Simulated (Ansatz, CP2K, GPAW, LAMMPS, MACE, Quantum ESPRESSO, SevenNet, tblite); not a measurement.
# Amorphous Ge (61 atoms) in other programs, against a plane-wave reference

Wanted: errors and costs of other methods on amorphous Ge (61 atoms). A plane-wave run serves as the reference.

Method: Kohn-Sham DFT, PBE, PAW, plane waves, in Ansatz 0.2.0.

## 1. The starting structure

The cell holds 61 atoms: 61 Ge. Its edges and angles: a = 11.144 Å, b = 11.144 Å, c = 11.144 Å, α = 90.0°, β = 90.0°, γ = 90.0°. 61 atoms (61 Ge) placed at random at 5.32 g/cm³, melted at 3500 K for 10 ps at fixed volume with the Tersoff potential (Tersoff, Phys. Rev. B 39, 5566 (1989)). Quenched from 3500 K to 300 K at 3 K/ps and fixed volume, annealed at 1000 K for 20 ps, held 5 ps, then minimised at fixed cell.

## 2. The reference run

The PAW files are the set soft_2.

input.yaml

```yaml
crystal:
  lattice:
    - [11.1439, 0.0, 0.0]
    - [0.0, 11.1439, 0.0]
    - [0.0, 0.0, 11.1439]
  atoms:
    - { symbol: Ge, position: [0.59972, 0.88697, 0.34553] }
    - { symbol: Ge, position: [0.69605, 0.68236, 0.59229] }
    - { symbol: Ge, position: [0.37635, 0.48686, 0.8536] }
    - { symbol: Ge, position: [0.89354, 0.28834, 0.52751] }
    [... 51 atom lines left out ...]
    - { symbol: Ge, position: [0.2135, 0.34939, 0.74177] }
    - { symbol: Ge, position: [0.38647, 0.21067, 0.67946] }
    - { symbol: Ge, position: [0.40274, 0.54146, 0.62063] }
    - { symbol: Ge, position: [0.93247, 0.48849, 0.22911] }
    - { symbol: Ge, position: [0.49944, 0.15586, 0.17245] }
    - { symbol: Ge, position: [0.07795, 0.50845, 0.41198] }
kpoints:
  mp_grid: { grid: [1, 1, 1] }
hamiltonian:
  xc: pbe
scf:
  occupations: { method: fermi_dirac, width: 0.05 }
output:
  forces: true
  eigenvalues: true
  populations: true
  stress: true
```

Launch:

```
$ ansatz run input.yaml --threads 4 --pin off --max-ram 8192MiB --backend cpu --events-out ev --progress --plain --runs-dir out
```

Numbers of over 12 decimals in the logs are rounded to 6 here.

Log:

```text
[...]
Pseudopotentials: kind: paw
Pseudopotential: Ge, paw, valence charge 14, recommended cutoff 420 eV (normal), Ge.paw.azcp
[... 5 lines on functional and potentials left out ...]
Crystal: 61 atoms, lattice volume = 1383.922 Å³
Basis set: ecut = 420 eV, 27081 PW (Γ), exchange–correlation on 150×150×150 points (8 copies of the dense FFT grid, shifted against one another)
Bands: 513, of which v1, the nominal top of the filled ones, is band 427 counted from 1 (426 counted from 0)
Symmetry: 1 space group operations
Space group: P1 (ITA 1), of the structure as read, at distance tolerance 1.1e-4 Å
k-points: 1
[... 3 lines on functional and potentials left out ...]
Initial density: superposition of atomic densities (neutral atoms: chi_scale 0, normalization atom), corrected by the library's trained network
Initial wavefunctions: pseudopotential atomic-orbital guess
[...]
SCF iter   1: F=—  HF=-261979.135308 eV  |F-HF|=—  |Δ(HF+E_count)|=         —  Δρ=3.84e-3  dr2=6.50e-1  ethr=1.77e-3  ⟨swp⟩=5.0  Hψ=1686  notcnv=0  defer=46
preconditioner: auto → LDOS  [insulator: Δε(μ)=0.133 eV  Ē_g=22.240 eV  σ=0.050 eV  W_gap=0.58  n_scr=364 (ndim 8)  ℏωp=29.2 eV  f_vac=0.080  D(μ)=16.59/eV (n_scr^D=80)  ε∞_Penn≈2.7  β→1.0]
[...]
SCF iter  10: F=—  HF=-261978.984366 eV  |F-HF|=—  |Δ(HF+E_count)|=   5.66e-8  Δρ=1.58e-6  dr2=1.05e-7  ethr=6.49e-11  ⟨swp⟩=2.0  Hψ=548  notcnv=0  defer=66
SCF iter  11: F=-261978.984366 eV  HF=-261978.984366 eV  |F-HF|=1.04e-8  |Δ(HF+E_count)|=   1.34e-8  Δρ=6.95e-7  dr2=1.54e-8  ethr=1.17e-11  ⟨swp⟩=8.0  Hψ=1935  notcnv=0
SCF 1 converged in 11 iterations: F = -261978.984366 eV  dr2 = 1.54e-8
[...]
SCF converged after 11 iterations
Free energy (F): -261978.984366 eV
Harris-Foulkes:  -261978.984366 eV  (|F-HF|=1.04e-8)
Internal energy: -261978.830434 eV  (E = F + TS)
E sigma→0 (E₀):  -261978.907400 eV
Entropy (-TS):   -0.153932 eV (-2.523 meV/atom)
Fermi energy:    8.399705 eV
--- Per-component energies (eV) ---
[...]
Σ components = -261978.984366   (vs F -261978.984366, Δ=0.00e0)
--- Forces (eV/Å), atoms counted from 1 ---
  atom   1  Ge    -0.23994193     0.01429709    -0.24970173
  atom   2  Ge     0.30293642    -0.31628084    -0.13134788
  atom   3  Ge     0.42559297    -0.17251196     0.12924685
  atom   4  Ge     0.01710858     0.36174986    -0.14192328
[...]
atom  61  Ge     0.06566849    -0.06556953    -0.18706445
  max |Σ_I F_I| component: 2.26e-5 eV/Å
--- Stress (GPa, compression-positive) ---
        4.445530       0.959931      -1.234600
        0.959931       4.854766       0.829828
       -1.234600       0.829828       3.421649
  P = ⅓ Tr σ = 4.2406 GPa (42.406 kbar)
--- Band table (eV) ---
  k-point 0: bands = ["-16.4883", "-16.4690", "-16.4562", "-16.4485", [... 497 levels ...], "13.4337", "13.4805", "13.5106", "13.5535", "13.5806", "13.6632", "13.7082", "13.7575", "13.8176", "13.8907", "13.9351", "14.0153"]
--- Löwdin populations: 61 sites ---
  site symbol       q [e]
     0     Ge     13.9653
     1     Ge     13.9827
     2     Ge     13.9908
[...]
60     Ge     13.9623
  spilling = 0.001698 (of n_electrons = 854.000000)
```

Elapsed: 37 s, on 4 threads of Arm Neoverse V1, shared host; peak memory 2.1 GiB; 2.3 min of CPU time.

Reading the cycles: dr2 is the Hartree energy of the density residual (eV), the measure of convergence; HF is the Harris–Foulkes estimate of the energy, which meets the free energy F at convergence.

Numbers from this run:

```
free energy                             : -261978.9844 eV
free energy per atom                    : -4294.7374 eV/atom
SCF cycles                              : 11
pressure                                : 4.241 GPa
r.m.s. force component                  : 0.2399 eV/Å
longest force                           : 0.907 eV/Å
Fermi energy                            : 8.4 eV
levels partly filled by over 2 per cent : 3
spilling of the projection              : 0.001698
```

Neighbours are counted within 2.98 Å (Ge-Ge).

Length of the force by element and coordination:

```csv
element,coordination,atoms,mean length of the force (eV/Å),spread,least,most
Ge,all,61,0.381,0.166,0.0631,0.907
Ge,4,46,0.368,0.171,0.0631,0.907
Ge,5,14,0.416,0.147,0.178,0.662
Ge,6,1,0.477,0,0.477,0.477
```

The mean of these charges, 0.024 e, is only the charge that the projection spills.

Löwdin charges by element and coordination (they lack the spilled electrons, 0.024 e an atom on average):

```csv
element,coordination,atoms,mean charge (e),spread,least,most
Ge,all,61,0.0238,0.0221,-0.0169,0.0867
Ge,4,46,0.0265,0.0201,-0.01,0.0867
Ge,5,14,0.0159,0.0266,-0.0169,0.0705
Ge,6,1,0.0092,0,0.0092,0.0092
```

The levels nearest the highest filled one (over half full), pooled over k-points and spins:

```csv
level less the highest filled one (eV),occupation
-0.772,2
-0.590,2
-0.428,2
-0.417,2
-0.182,1.98
0,1.40
0.111,0.405
0.148,0.216
0.360,0.003
0.410,0.001
0.534,0
0.750,0
```

## 3. The ladder

The programs:
- CP2K 2026.2: Gaussian basis with GTH pseudopotentials and a plane-wave density; labels give functional, basis (MOLOPT sets; SR short-range, UZH the newer set with its own potentials), grid cutoff/relative cutoff and solver (OT: orbital transformation; TRS4, TC2, SIGN: linear-scaling purification with its sparsity filter), or its built-in tight binding.
- GPAW 26.7.0: PAW with atomic orbitals (LCAO), plane waves or a real-space grid of spacing h.
- MACE: machine-learned potential, published weights.
- Quantum ESPRESSO 7.5: plane waves; labels (QE) give functional, pseudopotential set and cutoffs of waves/density.
- SevenNet: machine-learned potential, published weights.
- tblite 0.8.0: extended tight binding, driven from Python.

All use the same cell and atoms; the electronic-structure runs use the same k-mesh, and an electronic temperature of 580 K (0.05 eV) where levels are smeared.

Differences are against the plane-wave reference, forces as r.m.s. over components; share is that over the reference's r.m.s. force, slope the least-squares factor from reference forces to these. Total energies of different programs have different zeros and aren't compared.

```csv
run,"Δ force, r.m.s. (meV/Å)",share (%),slope,Δ pressure (GPa),cores,CPU time,memory (GiB)
reference,-,-,-,-,4,2.3 min,2.1
"CP2K PBE+rVV10L, DZVP-UZH, 350/50 Ry, diagonalisation",29.7,12.4,1.030,0.364,2,4.3 min,3.1
"CP2K PBE, DZVP-MOLOPT (SR for Ge), 350/50 Ry, diagonalisation",22.3,9.28,1.015,0.899,2,93 s,1.8
"CP2K PBE, DZVP-UZH, 122/50 Ry, diagonalisation (coarse)",25.9,10.8,1.016,0.650,2,91 s,0.69
"CP2K PBE, DZVP-UZH, 175/50 Ry, diagonalisation (coarse)",25.9,10.8,1.016,0.650,2,97 s,0.91
"CP2K PBE, DZVP-UZH, 350/50 Ry, diagonalisation",25.9,10.8,1.016,0.650,2,2.2 min,1.8
"CP2K PBE, DZVP-UZH, 350/70 Ry, diagonalisation",25.9,10.8,1.016,0.650,2,2.8 min,1.8
"CP2K SCAN, DZVP-UZH(SCAN), 600/50 Ry, diagonalisation",160,66.9,0.833,-5.61,2,13 min,4.8
"GPAW PBE, LCAO dzp, h 0.2 Å",39.3,16.4,1.079,-,1,3.5 min,1.4
"GPAW PBE, LCAO dzp, h 0.28 Å (coarse)",42.3,17.6,1.075,-,1,1.7 min,0.59
"GPAW PBE, LCAO sz(dzp), h 0.2 Å (coarse)",143,59.8,1.286,-,1,59 s,1.0
"GPAW PBE, plane waves 550 eV",12.2,5.06,1.026,0.208,2,17 min,1.7
MACE MP-0b2 small potential,200,83.3,0.369,-2.02,1,7.3 s,0.67
MACE MP-0b3 medium potential,199,82.8,0.324,-2.00,1,8.9 s,0.79
"QE PBE, gbrv-1.5, 40/200 Ry",2.49,1.04,0.998,-0.127,4,12 min,2.1
"QE PBE, sssp-1.3.0-efficiency, 45/360 Ry",2.53,1.05,0.998,-0.282,4,15 min,4.0
SevenNet 0 potential,201,83.9,0.349,-1.05,1,9.3 s,0.68
tblite GFN1-xTB,128,53.5,0.762,1.37,1,6.7 s,0.13
```

Rows marked coarse were listed beforehand as settings not expected to be converged; some can still land near the reference.

Times of the machine-learned potentials are mostly Python's start and the loading of weights.

CPU time is summed over cores on a shared host, where runs went side by side, so it is rough. Symmetry, cutoffs, thresholds, outputs and thread counts weren't matched or tuned between programs; memory under MPI is the largest rank's times the ranks.

Runs without a result: CP2K GFN1-xTB, diagonalisation (not converged).

Within one program, basis, potentials and functional, energies share a zero. Each run against its twin at the usual cutoff or grid and solver:

```csv
run,twin,Δ energy (meV/atom),"Δ force, r.m.s. (meV/Å)",CPU time over the twin's
"CP2K PBE, DZVP-UZH, 122/50 Ry, diagonalisation","DZVP-UZH, 350/50 Ry, diagonalisation",0.0027,0.553,0.69
"CP2K PBE, DZVP-UZH, 175/50 Ry, diagonalisation","DZVP-UZH, 350/50 Ry, diagonalisation",3.0e-4,0.18,0.73
"CP2K PBE, DZVP-UZH, 350/70 Ry, diagonalisation","DZVP-UZH, 350/50 Ry, diagonalisation",-3.0e-4,0.033,1.3
"GPAW PBE, LCAO dzp, h 0.28 Å","LCAO dzp, h 0.2 Å",49.9,19.8,0.48
```

## 4. Outcome

```json
{"reference r.m.s. force component": "0.240 eV/Å", "nearest in forces": "QE PBE, gbrv-1.5, 40/200 Ry, 1.0 %", "farthest in forces": "SevenNet 0 potential, 84 %", "cheapest electronic-structure run beside the reference": "tblite GFN1-xTB, 6.7 s of CPU time"}
```

**Reading.** PBE on plane waves or a grid with other potentials, cutoffs or grids, coarse settings apart, differs from the reference by 1.0 % (QE PBE, gbrv-1.5, 40/200 Ry) to 5.1 % (GPAW PBE, plane waves 550 eV) of the r.m.s. force; this holds the reference's own error, so differences of a few per cent don't tell which side is nearer the exact PBE result (QE's 40 Ry are 544 eV, against the reference's 420 eV). The PBE runs in local orbitals, coarse settings apart, differ by 9.3 % (CP2K PBE, DZVP-MOLOPT (SR for Ge), 350/50 Ry, diagonalisation) to 16 % (GPAW PBE, LCAO dzp, h 0.2 Å); basis, grid and potentials can all enter. Tight binding differs by 54 % (tblite GFN1-xTB); it is another model, with fitted parameters of its own, and the xTB methods hold dispersion. Machine-learned potentials differ by 83 % (MACE MP-0b3 medium potential) to 84 % (SevenNet 0 potential); they were trained on other programs' data. The cause of differences this large wasn't tested. Among those trained on PBE data the slope goes as low as 0.32, with a correlation of 0.56, so directions differ as well as sizes. Rows with another functional or a dispersion term differ by 12 % (CP2K PBE+rVV10L, DZVP-UZH, 350/50 Ry, diagonalisation) to 67 % (CP2K SCAN, DZVP-UZH(SCAN), 600/50 Ry, diagonalisation), which mixes the change of model with differences of basis and potentials. Runs with settings chosen to be coarse differ by 11 % (CP2K PBE, DZVP-UZH, 122/50 Ry, diagonalisation) to 60 % (GPAW PBE, LCAO sz(dzp), h 0.2 Å), their programs' other errors included. Of the electronic-structure runs that take under half the reference's CPU time, tblite GFN1-xTB comes nearest, at 54 % in 6.7 s against 2.3 min. In the reference: counting bands leaves a spacing of only 0.11 eV (at Γ alone), which the smearing bridges: 3 levels are partly filled by over 2 %, so a gap, if any, is small at this level. In the reference: Löwdin charges run from -0.02 to +0.09 e, about a mean that is the spilled charge alone. Periodic xTB results under one method name differ between programs and library versions. The potentials hold different valence shells: 854 electrons in the reference, 244 in CP2K with DZVP-MOLOPT and 244 in GPAW; this bears on time and differences. GPAW's setups keep the filled d shell of Ge in the core. Machine-learned potentials mimic data converged in k, so the reference's own k-point error enters their differences. The quench rate of 3 K/ps is many orders above laboratory rates, so the cell is likely richer in defects and strain than a real sample. The network of bonds at the start is that of the classical potential that made the cell, and needn't be the one that DFT or experiment would give. The reference's pressure of 4.2 GPa belongs to a cell and atoms that aren't relaxed at this level. The electronic-structure runs sample only Γ, in a cell whose shortest periodic width is 11 Å, which is coarse for a cell with partly filled levels.

[Also dropped from logs without a mark: logging warnings of Python, and SIESTA's first energy breakdown and zero terms.]

[Logs are printed without paths, hosts, clocks, repeated set-up lines and the standing remarks that a program may print on its own settings, such as how far it seeks lower states.]

[Hosts, paths, dates, database ids (printed as entryN), source tags and the programs' standing remarks are cut or masked in the printed files.]
